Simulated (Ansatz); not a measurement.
## GaP (F-43m): how G0W0 depends on its starting point

One-shot GW is not self-consistent; how far does the start matter for GaP (F-43m)?

Method: G0W0 on several functionals, plane waves, PAW, in Ansatz 0.2.0.

This is a report of a sequence of runs, with most program output left out.

In doubt: masses and optical values from hybrid runs of this build are listed as unsure (steps 5, 6, 7), which bears on the screening that GW takes from such a start.

## 1. Set-up

Symmetry: F-43m, No. 216, cubic system. Conventional cell: a = 5.451 Å, b = 5.451 Å, c = 5.451 Å, α = 90.00°, β = 90.00°, γ = 90.00°. Ga has 4 P at 2.36 Å nearest. Nearest to P lie 4 Ga at 2.36 Å. Farther neighbours are not listed.

The cell and positions come from the Crystallography Open Database and are kept as given unless a step says otherwise.

## 2. G0W0 on LDA

Now the one-shot GW correction: screening in the RPA, then the self-energy of the levels asked for. This step takes PAW set soft_1 files.

This step: G0W0 on LDA, plane waves, PAW; PAW set soft_1.

The input, input.yaml:

```yaml
crystal:
  lattice:
    - [0.0, 2.72525, 2.72525]
    - [2.72525, 0.0, 2.72525]
    - [2.72525, 2.72525, 0.0]
  atoms:
    - { symbol: Ga, position: [0.0, 0.0, 0.0] }
    - { symbol: P, position: [0.25, 0.25, 0.25] }
kpoints:
  mp_grid: { grid: [6, 6, 6] }
hamiltonian:
  xc: lda
  pseudopotentials: { kind: paw, azcp: { folder: soft_1 }, xc_functional: pbe }
scf:
  occupations: { method: fixed }
gw:
  n_empty_bands: 91
  ecut_chi: 100
  qp_bands: [v2, c2]
  qp_kpoints: band_edges
  screening: { model: contour_deformation }
```

On the command line:

```
$ ansatz run input.yaml --threads 3 --pin off --max-ram 92160MiB --backend cuda --events-out ev --progress --plain --runs-dir out --devices 1 --max-vram 13GiB
```

The job ended after 14 s (1 × NVIDIA H100 80GB HBM3 (shared by 6 runs) with 3 threads of AMD EPYC 7R13 (Zen 3), shared host; peak memory 1 GiB; 15 s of CPU time).

This step gave:

```
bands summed                                 : 100
RPA ε∞ on this mesh (eigenvalues)            : 13.61, 13.61, 13.61
plane waves in the screening matrix          : 89
q-points in the mesh                         : 216
G0W0 gap on the mesh                         : 2.046 eV
k of the valence top                         : 0, 0, 0
k of the conduction bottom                   : 0, -0.5, -0.5
starting gap on the mesh                     : 1.491 eV
Z at the valence top                         : 0.7636
Z at the conduction bottom                   : 0.7905
least direct G0W0 gap on the computed points : 2.605 eV
```

The gap on the mesh goes from 1.49 eV to 2.05 eV, a correction of +0.56 eV. Between the two edge states, bare exchange in place of the xc potential would open the gap by 5.54 eV, and correlation takes back 4.98 eV.

## 3. G0W0 on PBE

One-shot GW remembers its start. Another functional's orbitals and levels show by how much.

This step: G0W0 on PBE, plane waves, PAW; PAW set soft_1.

Changes to input.yaml since step 2:

```diff
@@ -11,4 +11,4 @@
 hamiltonian:
-  xc: lda
-  pseudopotentials: { kind: paw, azcp: { folder: soft_1 }, xc_functional: pbe }
+  xc: pbe
+  pseudopotentials: { kind: paw, azcp: { folder: soft_1 } }
 scf:
```

Elapsed: 14 s, on 1 × NVIDIA H100 80GB HBM3 (shared by 6 runs) with 3 threads; peak memory 1 GiB; 16 s of CPU time.

This step gave:

- bands summed: 100
- RPA ε∞ on this mesh (eigenvalues): 12.16, 12.16, 12.16
- plane waves in the screening matrix: 89
- q-points in the mesh: 216
- G0W0 gap on the mesh: 2.088 eV
- k of the valence top: 0, 0, 0
- k of the conduction bottom: 0, -0.5, -0.5
- starting gap on the mesh: 1.651 eV
- Z at the valence top: 0.7659
- Z at the conduction bottom: 0.7928
- least direct G0W0 gap on the computed points: 2.703 eV

Against the run with 6×6×6 mesh, 91 empty bands, screening to 100 eV, PAW set soft_1 files on LDA, the gap moves by +0.04 eV, while the start moved by +0.16 eV.

## 4. G0W0 on r2SCAN

This step: G0W0 on r2SCAN, plane waves, PAW; PAW set soft_1.

Changes to input.yaml since step 3:

```diff
@@ -11,3 +11,3 @@
 hamiltonian:
-  xc: pbe
+  xc: r2scan
   pseudopotentials: { kind: paw, azcp: { folder: soft_1 } }
```

Elapsed: 16 s, on 1 × NVIDIA H100 80GB HBM3 (shared by 6 runs) with 3 threads; peak memory 1.1 GiB.

This step gave:

```yaml
bands_summed: 100
rpa_eps_infinity_on_this_mesh_eigenvalues: 10.08, 10.08, 10.08
plane_waves_in_the_screening_matrix: 89
g0w0_gap_on_the_mesh: 2.251 eV
k_of_the_valence_top: 0, 0, 0
k_of_the_conduction_bottom: 0, -0.5, -0.5
starting_gap_on_the_mesh: 1.905 eV
least_direct_g0w0_gap_on_the_computed_points: 2.953 eV
```

Against the run with 6×6×6 mesh, 91 empty bands, screening to 100 eV, PAW set soft_1 files on PBE, the gap moves by +0.16 eV, while the start moved by +0.25 eV.

## 5. G0W0 on HSE06

This step: G0W0 on HSE06, plane waves, PAW; PAW set soft_1.

Changes to input.yaml since step 4:

```diff
@@ -11,3 +11,3 @@
 hamiltonian:
-  xc: r2scan
+  xc: hse06
   pseudopotentials: { kind: paw, azcp: { folder: soft_1 } }
```

It took 29 s on 1 × NVIDIA H100 80GB HBM3 (shared by 6 runs) with 3 threads; peak memory 1.3 GiB.

Numbers from this step:

| Item | Value |
| --- | --- |
| bands summed | 100 |
| RPA ε∞ on this mesh (eigenvalues) | 8.509, 8.509, 8.509 |
| plane waves in the screening matrix | 89 |
| G0W0 gap on the mesh | 2.384 eV |
| k of the valence top | 0, 0, 0 |
| k of the conduction bottom | 0, -0.5, -0.5 |
| starting gap on the mesh | 2.290 eV |
| least direct G0W0 gap on the computed points | 3.125 eV |

Against the run with 6×6×6 mesh, 91 empty bands, screening to 100 eV, PAW set soft_1 files on r2SCAN, the gap moves by +0.13 eV, while the start moved by +0.38 eV.

## 6. G0W0 on PBE0

This step: G0W0 on PBE0, plane waves, PAW; PAW set soft_1.

Changes to input.yaml since step 5:

```diff
@@ -11,3 +11,3 @@
 hamiltonian:
-  xc: hse06
+  xc: pbe0
   pseudopotentials: { kind: paw, azcp: { folder: soft_1 } }
```

It took 27 s on 1 × NVIDIA H100 80GB HBM3 (shared by 6 runs) with 3 threads; peak memory 1.3 GiB; 27 s of CPU time.

Numbers from this step:

```
bands summed                                 : 100
RPA ε∞ on this mesh (eigenvalues)            : 7.413, 7.413, 7.413
plane waves in the screening matrix          : 89
G0W0 gap on the mesh                         : 2.545 eV
k of the valence top                         : 0, 0, 0
k of the conduction bottom                   : 0, -0.5, -0.5
starting gap on the mesh                     : 2.956 eV
least direct G0W0 gap on the computed points : 3.296 eV
```

Against the run with 6×6×6 mesh, 91 empty bands, screening to 100 eV, PAW set soft_1 files on HSE06, the gap moves by +0.16 eV, while the start moved by +0.67 eV.

## 7. G0W0 on Hartree-Fock

This step: G0W0 on Hartree-Fock, plane waves, PAW; PAW set soft_1.

Changes to input.yaml since step 6:

```diff
@@ -11,3 +11,3 @@
 hamiltonian:
-  xc: pbe0
+  xc: hf
   pseudopotentials: { kind: paw, azcp: { folder: soft_1 } }
```

It took 35 s on 1 × NVIDIA H100 80GB HBM3 (shared by 6 runs) with 3 threads; peak memory 1.3 GiB; 35 s of CPU time.

This step gave:

```yaml
bands_summed: 100
rpa_eps_infinity_on_this_mesh_eigenvalues: 3.508, 3.508, 3.508
plane_waves_in_the_screening_matrix: 89
g0w0_gap_on_the_mesh: 3.738 eV
k_of_the_valence_top: 0, 0, 0
k_of_the_conduction_bottom: 0, -0.5, -0.5
starting_gap_on_the_mesh: 7.608 eV
least_direct_g0w0_gap_on_the_computed_points: 4.882 eV
```

Against the run with 6×6×6 mesh, 91 empty bands, screening to 100 eV, PAW set soft_1 files on PBE0, the gap moves by +1.19 eV, while the start moved by +4.65 eV.

## 8. Side by side

All on the 6×6×6 mesh with 91 empty bands and screening to 100 eV. Times are wall times on 1 × NVIDIA H100 80GB HBM3 (shared by 6 runs) with 3 threads of AMD EPYC 7R13 (Zen 3), shared host, good to a factor of about two.

```
       start  starting gap (eV)  shift (eV)  G0W0 gap (eV)  RPA ε∞ (harmonic mean)  Z (valence, conduction)  time
         LDA               1.49       +0.56           2.05                   13.61               0.76, 0.79  14 s
         PBE               1.65       +0.44           2.09                   12.16               0.77, 0.79  14 s
      r2SCAN               1.91       +0.35           2.25                   10.08               0.78, 0.80  16 s
       HSE06               2.29       +0.09           2.38                    8.51               0.79, 0.81  29 s
        PBE0               2.96       −0.41           2.55                    7.41               0.80, 0.83  27 s
Hartree-Fock               7.61       −3.87           3.74                    3.51               0.87, 0.89  35 s
```

How the two edges are built up, in eV (the quasiparticle level is the starting level plus Σx plus Σc less Vxc):

```
   run               edge  start      Σx     Σc     Vxc     Z    QP
   LDA        valence top   6.83  -17.10   1.21  -15.60  0.76  6.55
   LDA  conduction bottom   8.33   -6.95  -3.77  -11.00  0.79  8.60
   PBE        valence top   7.08  -17.15   1.30  -15.40  0.77  6.63
   PBE  conduction bottom   8.73   -6.90  -3.70  -10.59  0.79  8.72
r2SCAN        valence top   6.89  -17.22   1.32  -15.58  0.78  6.56
r2SCAN  conduction bottom   8.79   -6.82  -3.64  -10.48  0.80  8.82
 HSE06        valence top   6.64  -17.05   1.25  -15.64  0.79  6.47
 HSE06  conduction bottom   8.93   -6.58  -3.60  -10.11  0.81  8.86
```

For a hybrid start, Vxc holds its share of exact exchange.

## 9. Results

```yaml
g0w0_lda: 2.05 eV (start 1.49 eV)
g0w0_pbe: 2.09 eV (start 1.65 eV)
g0w0_r2scan: 2.25 eV (start 1.91 eV)
g0w0_hse06: 2.38 eV (start 2.29 eV)
g0w0_pbe0: 2.55 eV (start 2.96 eV)
g0w0_hartree_fock: 3.74 eV (start 7.61 eV)
known_limits: not at the basis limit; no spin-orbit coupling
```

**Reading.** The starting gaps span 6.12 eV and the G0W0 gaps 1.69 eV. Between LDA and Hartree-Fock, 1.69 eV of the 6.12 eV survives, 28 %. Hartree-Fock screens less than LDA (ε∞ 3.51 against 13.61). Of the 1.69 eV by which its G0W0 gap is higher, the correlation part gives +1.06 eV, and exchange with the one-particle terms, which follow the orbitals, +0.64 eV. On PBE0 and Hartree-Fock the correction is negative: that start lies above its own G0W0 value. The smallest correction, +0.09 eV, is on HSE06, the start nearest to reproducing itself. Bands and cutoff are finite, so the gap is not at the basis limit. The miss can reach some tenths of an eV and take either sign; the mesh is an error of its own. The program warns that the mesh is coarse for exact exchange, which bears on the hybrid start's gap. The many-body steps are scalar-relativistic: spin-orbit coupling is not in them.

[Paths, hosts, dates, memory and timing lines, banners, echoed tables and standing remarks are left out of the program output.]

[Logs are printed without paths, hosts, clocks, repeated set-up lines and the standing remarks that a program may print on its own settings, such as how far it seeks lower states.]

[Runs of the session that timed out or met a known fault of the program may be left out.]

[Cells called generated may have been cut or substituted from an entry of the Crystallography Open Database or the Materials Project.]

[Hosts, paths, dates, database ids (printed as entryN), source tags and the programs' standing remarks are cut or masked in the printed files.]
